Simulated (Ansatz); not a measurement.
**Band gap of BaH2 (Pnma) from density functionals to GW**

Aim: the gap of BaH2 (Pnma) at several levels of theory on one structure, with the time that each takes.

Program: Ansatz 0.2.0. Level of theory: density functionals, hybrids and G0W0, plane waves, PAW. Results are calculated unless marked as measured.

## 1. The structure

It takes space group Pnma (No. 62, orthorhombic). The conventional cell has a = 6.792 Å, b = 4.168 Å, c = 7.858 Å, α = 90.00°, β = 90.00°, γ = 90.00°. Ba has 9 H at 2.50 to 3.00 Å nearest. Nearest to H lie 5 Ba at 2.68 to 3.00 Å. H has 4 Ba at 2.50 to 2.68 Å nearest. Farther neighbours are not listed.

The cell and positions come from the Crystallography Open Database and are kept as given unless a step says otherwise. Spin-orbit coupling is left out unless a step names it.

The logs state that the PAW files were generated under PBE.

## 2. LDA on the 4×6×4 mesh

Levels along a band path and on the mesh show where this functional puts the band edges.

This step: DFT, LDA, plane waves, PAW; PAW set soft_1.

File input.yaml:

```yaml
crystal:
  lattice:
    - [6.792, 0.0, 0.0]
    - [0.0, 4.168, 0.0]
    - [0.0, 0.0, 7.858]
  atoms:
    - { symbol: Ba, position: [0.26029, 0.25, 0.88863] }
    - { symbol: Ba, position: [0.23971, 0.75, 0.38863] }
    - { symbol: Ba, position: [0.76029, 0.25, 0.61137] }
    - { symbol: Ba, position: [0.73971, 0.75, 0.11137] }
    - { symbol: H, position: [0.043, 0.25, 0.174] }
    - { symbol: H, position: [0.457, 0.75, 0.674] }
    - { symbol: H, position: [0.543, 0.25, 0.326] }
    - { symbol: H, position: [0.957, 0.75, 0.826] }
    - { symbol: H, position: [0.646, 0.25, 0.9135] }
    - { symbol: H, position: [0.854, 0.75, 0.4135] }
    - { symbol: H, position: [0.146, 0.25, 0.5865] }
    - { symbol: H, position: [0.354, 0.75, 0.0865] }
kpoints:
  mp_grid: { grid: [4, 6, 4] }
  band_path:
    path:
      - [[0.0, 0.0, 0.0], [0.5, 0.0, 0.0], [0.5, 0.5, 0.0], [0.0, 0.5, 0.0], [0.0, 0.0, 0.0], [0.0, 0.0, 0.5], [0.5, 0.0, 0.5], [0.5, 0.5, 0.5], [0.0, 0.5, 0.5], [0.0, 0.0, 0.5]]
      - [[0.5, 0.0, 0.0], [0.5, 0.0, 0.5]]
      - [[0.0, 0.5, 0.0], [0.0, 0.5, 0.5]]
      - [[0.5, 0.5, 0.0], [0.5, 0.5, 0.5]]
    npoints: 10
hamiltonian:
  xc: lda
  pseudopotentials: { kind: paw, azcp: { folder: soft_1 }, xc_functional: pbe }
scf:
  occupations: { method: fermi_dirac, width: 0.02 }
  n_extra_bands: 8
output:
  eigenvalues: true
  write_density: true
  write_potential: true
  elf: true
  volumetric_format: npy
```

The run is started by

```sh
ansatz run input.yaml --threads 3 --pin off --max-ram 92160MiB --backend cuda --events-out ev --progress --plain --runs-dir out --devices 1 --max-vram 13GiB
```

Numbers of over 12 decimals in the logs are rounded to 6 here.

The program printed:

```text
scf.n_extra_bands = 8 over 24 filled bands (N_el = 48.0): the run solves 32 bands
GPUs: using 1 of 1 available (devices: 1).
Engine: ansatz 0.2.0, x86_64-unknown-linux-gnu
Pseudopotentials: kind: paw
Pseudopotential: Ba, paw, valence charge 10, recommended cutoff 420 eV (normal), soft_1/Ba.paw.azcp
Pseudopotential: H, paw, valence charge 1, recommended cutoff 420 eV (normal), soft_1/H.paw.azcp
Functional definition: SPW92
  exchange = slater_x
  correlation = pw_c
device memory: the entry about to start is reckoned to put 4.0 GiB on a device that reports 57.7 GiB free (of which the cap on the GPU budget leaves the run 13.0 GiB)
GPU FFT provider: cuFFT
GPU libraries: cuBLAS 13.8.2, cuFFT 12.4.0, cuSOLVER 12.3.4
Crystal: 12 atoms, lattice volume = 222.453 Å³
Basis set: ecut = 420 eV, 4329 PW (Γ)
Bands: 32, of which v1, the nominal top of the filled ones, is band 24 counted from 1 (23 counted from 0)
Symmetry: 8 space group operations
Space group: Pnma (ITA 62), of the structure as read, at distance tolerance 6.1e-5 Å
k-points: 36 of 96
Non-local potential: Ba, projectors of the file, l = 0: 3, l = 1: 2, l = 2: 2, l = 3: 2
Non-local potential: H, projectors of the file, l = 0: 2, l = 1: 1
PAW form: soft (Blöchl's): semilocal exchange-correlation on the pseudo side does not see the compensation charge
PAW frozen core: Ba, regenerated for the run's functional, and the local potential with it (the file was generated under x = pbe(κ = 0.804, μ = 0.219515), c = pbe(β = 0.066725))
PAW one-centre angular grid: Ba, 194 points (default); XC on 64 Gauss nodes
PAW one-centre angular grid: H, 110 points (default); XC on 64 Gauss nodes
Initial density: superposition of atomic densities (chi_scale 0.1, normalization cell, long waves kept (reshape's long-wave potential 0.00 eV rms))
Initial wavefunctions: pseudopotential atomic-orbital guess
GPU buffer pool allocated for 77760 grid points (all kernels)
GPU transforms: local potential and band sums: pruned to the plane-wave sphere, on 45×27×54
Functional: x = slater, c = lda
SCF iter   1: F=—  HF=-23251.745677 eV  |F-HF|=—  |Δ(HF+E_count)|=         —  Δρ=4.16e-2  dr2=4.75e0  ethr=3.10e-3  ⟨swp⟩=10.5  Hψ=6394  notcnv=0
preconditioner: auto → Resta (q_TF=auto, 2.113 Å⁻¹)  ε∞=3.0  [insulator: Δε(μ)=3.236 eV  Ē_g=11.221 eV  σ=0.020 eV  W_gap=1.00  n_scr=38 (ndim 8)  ℏωp=15.7 eV  f_vac=0.000  D(μ)=0.00/eV (n_scr^D=0)  ε∞_Penn≈3.0]
SCF iter   2: F=—  HF=-23250.418431 eV  |F-HF|=—  |Δ(HF+E_count)|=    1.33e0  Δρ=1.69e-2  dr2=9.11e-1  ethr=3.10e-3  ⟨swp⟩=2.0  Hψ=1908  notcnv=0  defer=108
SCF iter   3: F=—  HF=-23250.180506 eV  |F-HF|=—  |Δ(HF+E_count)|=   2.38e-1  Δρ=3.28e-3  dr2=1.77e-2  ethr=1.90e-3  ⟨swp⟩=2.0  Hψ=1511  notcnv=0  defer=108
SCF iter   4: F=—  HF=-23250.186639 eV  |F-HF|=—  |Δ(HF+E_count)|=   6.13e-3  Δρ=3.67e-4  dr2=3.86e-4  ethr=3.69e-5  ⟨swp⟩=2.9  Hψ=1857  notcnv=0  defer=108
SCF iter   5: F=—  HF=-23250.186674 eV  |F-HF|=—  |Δ(HF+E_count)|=   3.54e-5  Δρ=6.71e-5  dr2=9.03e-6  ethr=8.03e-7  ⟨swp⟩=2.1  Hψ=1392  notcnv=0  defer=108
SCF iter   6: F=—  HF=-23250.186727 eV  |F-HF|=—  |Δ(HF+E_count)|=   5.26e-5  Δρ=1.25e-5  dr2=4.35e-7  ethr=1.88e-8  ⟨swp⟩=2.7  Hψ=1774  notcnv=0  defer=108
SCF iter   7: F=-23250.186727 eV  HF=-23250.186727 eV  |F-HF|=8.08e-10  |Δ(HF+E_count)|=   5.21e-8  Δρ=1.58e-6  dr2=5.45e-9  ethr=2.08e-10  ⟨swp⟩=9.7  Hψ=4147  notcnv=0
SCF 1 converged in 7 iterations: F = -23250.186727 eV  dr2 = 5.45e-9
[...]
device memory: the entry about to start is reckoned to put 2.5 GiB on a device that reports 66.4 GiB free (of which the cap on the GPU budget leaves the run 13.0 GiB)
NSCF: frozen V_eff on 124 k-points
SCF converged after 7 iterations
Free energy (F): -23250.186727 eV
Harris-Foulkes:  -23250.186727 eV  (|F-HF|=8.08e-10)
Internal energy: -23250.186727 eV  (E = F + TS)
E sigma→0 (E₀):  -23250.186727 eV
Fermi energy:    5.834077 eV
--- Per-component energies (eV) ---
  E_band       = -276.104440
  E_kinetic    = 735.292762
  E_local      = -1393.262014  (includes V_loc(G=0)·N_el)
  E_nonlocal   = 388.451460
  E_hartree    = 389.055874
  E_xc         = -853.745017
  E_vxc        = -602.391816  (∫ρ·V_xc dr)
  E_paw        = -20113.442568  (= ΣΔE_a)
  E_vpaw       = -182.299012  (= ΣTr[D̂ρ^β])
  E_aug_tail   = -0.006779  (compensation charges beyond the density's cutoff)
  E_ewald      = -2403.660525
  E_core_change = 1.130079  (= ΣΔE_core)
  E_smearing   = -0.000000  (= −TS)
  E_closure    = 0.000000  (closes the sum)
  Σ components = -23250.186727   (vs F -23250.186727, Δ=0.00e0)
--- Band table (eV; the first three rows and the last of 36) ---
  k-point 0: bands = [... 20 lower, 3.7970, 3.9636, 4.3918, 4.5057, 7.8850, 8.1887, 8.4710, 8.8046, ... 4 higher]
  k-point 1: bands = [... 20 lower, 3.8741, 4.0118, 4.3243, 4.4356, 7.6220, 8.0672, 8.2909, 8.3718, ... 4 higher]
  k-point 2: bands = [... 20 lower, 4.0288, 4.0288, 4.2779, 4.2779, 7.6677, 7.6677, 8.0635, 8.0635, ... 4 higher]
  k-point 35: bands = [... 20 lower, 3.9535, 3.9535, 3.9535, 3.9535, 7.8339, 7.8339, 7.8339, 7.8339, ... 4 higher]
```

Elapsed: 10 s, on 1 × NVIDIA H100 80GB HBM3 (shared by 6 runs) with 3 threads of AMD EPYC 7R13 (Zen 3), shared host; peak memory 1.1 GiB.

Numbers from this step:

- filled bands: 24
- gap: 2.630 eV
- valence top at: k = (0.250, 0.000, 0.000)
- conduction bottom at: k = (0.500, 0.350, 0.000)
- least direct gap: 3.170 eV

Over mesh and path the gap is 2.630 eV, from k = (0.250, 0.000, 0.000) to k = (0.500, 0.350, 0.000). The least direct gap found is 3.170 eV, at k = (-0.500, 0.333, 0.000). On the 4×6×4 mesh alone the same run gives 2.633 eV, so that mesh misses an edge of LDA: 2.633 − 2.630 = +0.003 eV.

## 3. LDA+SOC on the 4×6×4 mesh

This run has two-component orbitals with spin-orbit coupling.

This step: DFT, LDA with spin-orbit coupling, plane waves, PAW; PAW set soft_1.

input.yaml, the sections that differ from step 2:

```yaml
kpoints:
  mp_grid: { grid: [4, 6, 4] }
  band_path:
    path:
      - [0.0, 0.0, 0.0]
      - [0.5, 0.0, 0.0]
      - [0.5, 0.5, 0.0]
      - [0.0, 0.5, 0.0]
      - [0.0, 0.0, 0.5]
      - [0.5, 0.0, 0.5]
      - [0.5, 0.5, 0.5]
      - [0.0, 0.5, 0.5]
      - [0.25, 0.0, 0.0]
      - [0.5, 0.35, 0.0]
      - [-0.5, 0.3333333333, 0.0]
    npoints: 1
hamiltonian:
  xc: lda
  pseudopotentials: { kind: paw_fr, azcp: { folder: soft_1 }, xc_functional: pbe }
scf:
  occupations: { method: fixed }
  n_extra_bands: 16
magnetization:
  noncollinear: true
  spin_orbit: true
# crystal, output: as in step 2
```

The program printed:

```text
[...]
GPUs: using 1 of 1 available (devices: 1).
[...]
non-collinear run that drives no moment, with spin-orbit: no starting moment large enough to seed its density (crystal.atoms[].spin), no starting occupations that ask for one, no magnetisation constraint and no magnetic field, so the semilocal B_xc is pinned to zero
[...]
GPU FFT provider: cuFFT
GPU libraries: cuBLAS 13.8.2, cuFFT 12.4.0, cuSOLVER 12.3.4
Crystal: 12 atoms, lattice volume = 222.453 Å³
Basis set: ecut = 420 eV, 4329 PW (Γ)
Bands: 64, of which v1, the nominal top of the filled ones, is band 48 counted from 1 (47 counted from 0)
Symmetry: 8 space group operations + 8 with time reversal
[...]
k-points: 36 of 96
Projection manifold: j_resolved (fully-relativistic pseudo-atomic orbitals)
[...]
GPU buffer pool allocated for 77760 grid points (all kernels)
[...]
site 7: m = (+0.0000, +0.0000, +0.0000) μB, |m| = 0.0000 μB  (R = 1.11 Å)
  site 8: m = (+0.0000, +0.0000, +0.0000) μB, |m| = 0.0000 μB  (R = 1.03 Å)
  site 9: m = (+0.0000, +0.0000, +0.0000) μB, |m| = 0.0000 μB  (R = 1.03 Å)
  site 10: m = (+0.0000, +0.0000, +0.0000) μB, |m| = 0.0000 μB  (R = 1.03 Å)
  site 11: m = (+0.0000, +0.0000, +0.0000) μB, |m| = 0.0000 μB  (R = 1.03 Å)
Free energy (F): -23268.556793 eV
[...]
Internal energy: -23268.556793 eV  (E = F + TS)
E sigma→0 (E₀):  -23268.556793 eV
Fermi energy:    4.522012 eV
[...]
--- Band table (eV; the first three rows and the last of 36) ---
  k-point 0: bands = [... 44 lower, 4.3885, 4.3885, 4.5088, 4.5088, 7.8842, 7.8842, 8.1827, 8.1827, ... 12 higher]
  k-point 1: bands = [... 44 lower, 4.3220, 4.3220, 4.4425, 4.4425, 7.6198, 7.6198, 8.0654, 8.0654, ... 12 higher]
  k-point 2: bands = [... 44 lower, 4.2855, 4.2855, 4.2855, 4.2855, 7.6660, 7.6660, 7.6660, 7.6660, ... 12 higher]
  k-point 35: bands = [... 44 lower, 3.9547, 3.9547, 3.9547, 3.9547, 7.8247, 7.8247, 7.8247, 7.8247, ... 12 higher]
[key lines of the parts left out:]
SCF converged after 7 iterations
Magnetization: |M| = 0.0000 μB,  M = (+0.0000, +0.0000, +0.0000) μB
```

Elapsed: 17 s, on 1 × NVIDIA H100 80GB HBM3 (shared by 6 runs) with 3 threads; peak memory 1.3 GiB.

This step gave:

* gap: 2.626 eV
* valence top at: k = (0.250, 0.000, 0.000)
* conduction bottom at: k = (0.500, 0.350, 0.000)
* least direct gap: 3.094 eV

Over mesh and listed points the gap is 2.626 eV, from k = (0.250, 0.000, 0.000) to k = (0.500, 0.350, 0.000). The least direct gap found is 3.094 eV, at k = (-0.500, 0.333, 0.000). On the 4×6×4 mesh alone the same run gives 2.630 eV, so that mesh misses an edge of LDA+SOC: 2.630 − 2.626 = +0.004 eV. LDA+SOC against LDA: 2.626 − 2.630 = −0.004 eV, with the same mesh, set of files (read in its fully relativistic form for the spin-orbit run) and cutoff, and both edges at the same k points. The spin-orbit run sees mesh and listed points alone, so its gap is an upper bound: the coupling can move an edge off these points, and the change over the zone, its sign included where it is small, is not known.

## 4. r2SCAN on the 4×6×4 mesh

r2SCAN is a meta-GGA: it depends on the kinetic-energy density as well as on the density and its gradient.

This step: DFT, r2SCAN, plane waves, PAW; PAW set soft_1.

input.yaml, as its differences from that of step 3:

```diff
@@ -35,15 +35,8 @@
 hamiltonian:
-  xc: lda
-  pseudopotentials: { kind: paw_fr, azcp: { folder: soft_1 }, xc_functional: pbe }
+  xc: r2scan
+  pseudopotentials: { kind: paw, azcp: { folder: soft_1 } }
 scf:
   occupations: { method: fixed }
-  n_extra_bands: 16
-magnetization:
-  noncollinear: true
-  spin_orbit: true
+  n_extra_bands: 8
 output:
   eigenvalues: true
-  write_density: true
-  write_potential: true
-  elf: true
-  volumetric_format: npy
```

The program printed:

```text
[...]
GPUs: using 1 of 1 available (devices: 1).
[...]
GPU FFT provider: cuFFT
GPU libraries: cuBLAS 13.8.2, cuFFT 12.4.0, cuSOLVER 12.3.4
Crystal: 12 atoms, lattice volume = 222.453 Å³
Basis set: ecut = 500 eV, 5687 PW (Γ), exchange–correlation on 200×128×240 points (64 copies of the dense FFT grid, shifted against one another)
[...]
--- Band table (eV; the first three rows and the last of 36) ---
  k-point 0: bands = [... 20 lower, 3.7470, 3.8990, 4.3126, 4.4285, 8.5197, 8.8402, 9.1068, 9.4445, ... 4 higher]
  k-point 1: bands = [... 20 lower, 3.8191, 3.9622, 4.2515, 4.3638, 8.2527, 8.7372, 8.9143, 9.0261, ... 4 higher]
  k-point 2: bands = [... 20 lower, 3.9683, 3.9683, 4.2213, 4.2213, 8.2925, 8.2925, 8.7378, 8.7378, ... 4 higher]
  k-point 35: bands = [... 20 lower, 3.8874, 3.8874, 3.8874, 3.8874, 8.4755, 8.4755, 8.4755, 8.4755, ... 4 higher]
[key lines of the parts left out:]
SCF converged after 7 iterations
Free energy (F): -23993.469628 eV
Fermi energy:    4.444743 eV
```

Wall time 16 s (1 × NVIDIA H100 80GB HBM3 (shared by 6 runs) with 3 threads); peak memory 1.2 GiB.

Numbers from this step:

```yaml
gap: 3.365 eV
valence_top_at: k = (0.250, 0.000, 0.000)
conduction_bottom_at: k = (0.500, 0.350, 0.000)
least_direct_gap: 3.889 eV
```

Over mesh and listed points the gap is 3.365 eV, from k = (0.250, 0.000, 0.000) to k = (0.500, 0.350, 0.000). The least direct gap found is 3.889 eV, at k = (0.000, 0.000, 0.250). On the 4×6×4 mesh alone the same run gives 3.366 eV, so that mesh misses an edge of r2SCAN: 3.366 − 3.365 = +0.001 eV. r2SCAN against LDA: 3.365 − 2.630 = +0.735 eV. The runs also differ in plane-wave cutoff (420 eV and 500 eV), so how much of this comes from the functional alone is not known.

## 5. HSE06 on the 2×4×2 mesh

HSE06 mixes in a quarter of exact exchange at short range.

This step: DFT, HSE06, plane waves, PAW; PAW set soft_1.

input.yaml, as its differences from that of step 4:

```diff
@@ -19,3 +19,3 @@
 kpoints:
-  mp_grid: { grid: [4, 6, 4] }
+  mp_grid: { grid: [2, 4, 2] }
   band_path:
@@ -35,3 +35,3 @@
 hamiltonian:
-  xc: r2scan
+  xc: hse06
   pseudopotentials: { kind: paw, azcp: { folder: soft_1 } }
```

The program printed:

```text
[...]
GPUs: using 1 of 1 available (devices: 1).
[...]
davidson cushion auto → on  (no smearing: the cushion is to keep the highest requested band from converging to the state above it; pin scf.eigensolver.cushion to override)
[...]
GPU FFT provider: cuFFT
GPU libraries: cuBLAS 13.8.2, cuFFT 12.4.0, cuSOLVER 12.3.4
Crystal: 12 atoms, lattice volume = 222.453 Å³
Basis set: ecut = 420 eV, 4329 PW (Γ)
[...]
E sigma→0 (E₀):  -23951.969407 eV
Fermi energy:    4.019162 eV
[...]
--- Band table (eV; the first three rows and the last of 12) ---
  k-point 0: bands = [... 20 lower, 3.2924, 3.4035, 3.8469, 4.0192, 8.6789, 8.9675, 9.3175, 9.6411, ... 4 higher]
  k-point 1: bands = [... 20 lower, 3.5265, 3.5265, 3.7749, 3.7749, 8.4446, 8.4446, 8.8820, 8.8820, ... 4 higher]
  k-point 2: bands = [... 20 lower, 3.1845, 3.4523, 3.4621, 3.5783, 8.3960, 8.5783, 9.2152, 9.5409, ... 4 higher]
  k-point 11: bands = [... 20 lower, 3.3973, 3.3973, 3.3973, 3.3973, 8.6042, 8.6042, 8.6042, 8.6042, ... 4 higher]
[key lines of the parts left out:]
Free energy (F): -23951.969407 eV
```

Run time: 30 s. Hardware: 1 × NVIDIA H100 80GB HBM3 (shared by 6 runs) with 3 threads; peak memory 1.3 GiB.

Numbers from this step:

```
gap                     : 3.901 eV
valence top at          : Γ
conduction bottom at    : k = (0.500, 0.350, 0.000)
least direct gap        : 4.506 eV
exact-exchange fraction : 0.25
```

Over mesh and listed points the gap is 3.901 eV, from k = Γ to k = (0.500, 0.350, 0.000). The least direct gap found is 4.506 eV, at k = (-0.500, 0.333, 0.000). On the 2×4×2 mesh alone the same run gives 4.051 eV, so that mesh misses an edge of HSE06: 4.051 − 3.901 = +0.150 eV. HSE06 against LDA: 3.901 − 2.630 = +1.271 eV. The runs also differ in mesh (4×6×4 and 2×4×2), and the valence top lies at another k point, so how much of this comes from the functional alone is not known.

## 6. PBE0 on the 2×4×2 mesh

PBE0 mixes in a quarter of exact exchange at all distances.

This step: DFT, PBE0, plane waves, PAW; PAW set soft_1.

input.yaml, as its differences from that of step 5:

```diff
@@ -35,3 +35,3 @@
 hamiltonian:
-  xc: hse06
+  xc: pbe0
   pseudopotentials: { kind: paw, azcp: { folder: soft_1 } }
```

The program printed:

```text
[...]
GPUs: using 1 of 1 available (devices: 1).
[...]
GPU FFT provider: cuFFT
GPU libraries: cuBLAS 13.8.2, cuFFT 12.4.0, cuSOLVER 12.3.4
Crystal: 12 atoms, lattice volume = 222.453 Å³
Basis set: ecut = 420 eV, 4329 PW (Γ)
Bands: 32, of which v1, the nominal top of the filled ones, is band 24 counted from 1 (23 counted from 0)
Symmetry: 8 space group operations
[...]
k-points: 12 of 16
[...]
E sigma→0 (E₀):  -23947.908198 eV
Fermi energy:    3.644574 eV
[...]
--- Band table (eV; the first three rows and the last of 12) ---
  k-point 0: bands = [... 20 lower, 2.9003, 3.0140, 3.4601, 3.6446, 9.0309, 9.3172, 9.6777, 10.0064, ... 4 higher]
  k-point 1: bands = [... 20 lower, 3.1388, 3.1388, 3.3899, 3.3899, 8.7911, 8.7911, 9.2326, 9.2326, ... 4 higher]
  k-point 2: bands = [... 20 lower, 2.7856, 3.0609, 3.0706, 3.1930, 8.7398, 8.9245, 9.5726, 9.8980, ... 4 higher]
  k-point 11: bands = [... 20 lower, 3.0065, 3.0065, 3.0065, 3.0065, 8.9500, 8.9500, 8.9500, 8.9500, ... 4 higher]
[key lines of the parts left out:]
Free energy (F): -23947.908198 eV
```

Wall time 31 s (1 × NVIDIA H100 80GB HBM3 (shared by 6 runs) with 3 threads); peak memory 1.3 GiB.

This step gave:

- gap: 4.613 eV
- valence top at: Γ
- conduction bottom at: k = (0.500, 0.350, 0.000)
- least direct gap: 5.234 eV
- exact-exchange fraction: 0.25

Over mesh and listed points the gap is 4.613 eV, from k = Γ to k = (0.500, 0.350, 0.000). The least direct gap found is 5.234 eV, at k = (-0.500, 0.333, 0.000). On the 2×4×2 mesh alone the same run gives 4.768 eV, so that mesh misses an edge of PBE0: 4.768 − 4.613 = +0.155 eV. PBE0 against HSE06: 4.613 − 3.901 = +0.712 eV, with the same mesh, files and cutoff, and both edges at the same k points.

[end of part 1 of 2]

[Paths, hosts, dates, memory and timing lines, banners, echoed tables and standing remarks are left out of the program output.]

[Logs are printed without paths, hosts, clocks, repeated set-up lines and the standing remarks that a program may print on its own settings, such as how far it seeks lower states.]

[Runs of the session that timed out or met a known fault of the program may be left out.]

[Cells called generated may have been cut or substituted from an entry of the Crystallography Open Database or the Materials Project.]

[Hosts, paths, dates, database ids (printed as entryN), source tags and the programs' standing remarks are cut or masked in the printed files.]

[Where an RPA ε∞ is given, it is that of the G0W0 mesh and is not shown converged in it. Names of k-points follow the symmetry that the program found, which can be lower than the space group named. Band edges on a path are those of the sampled points; other points can move an edge, and change direct to indirect where valleys lie close.]

[Hybrid gaps are those of their k-mesh and are not shown converged in it.]
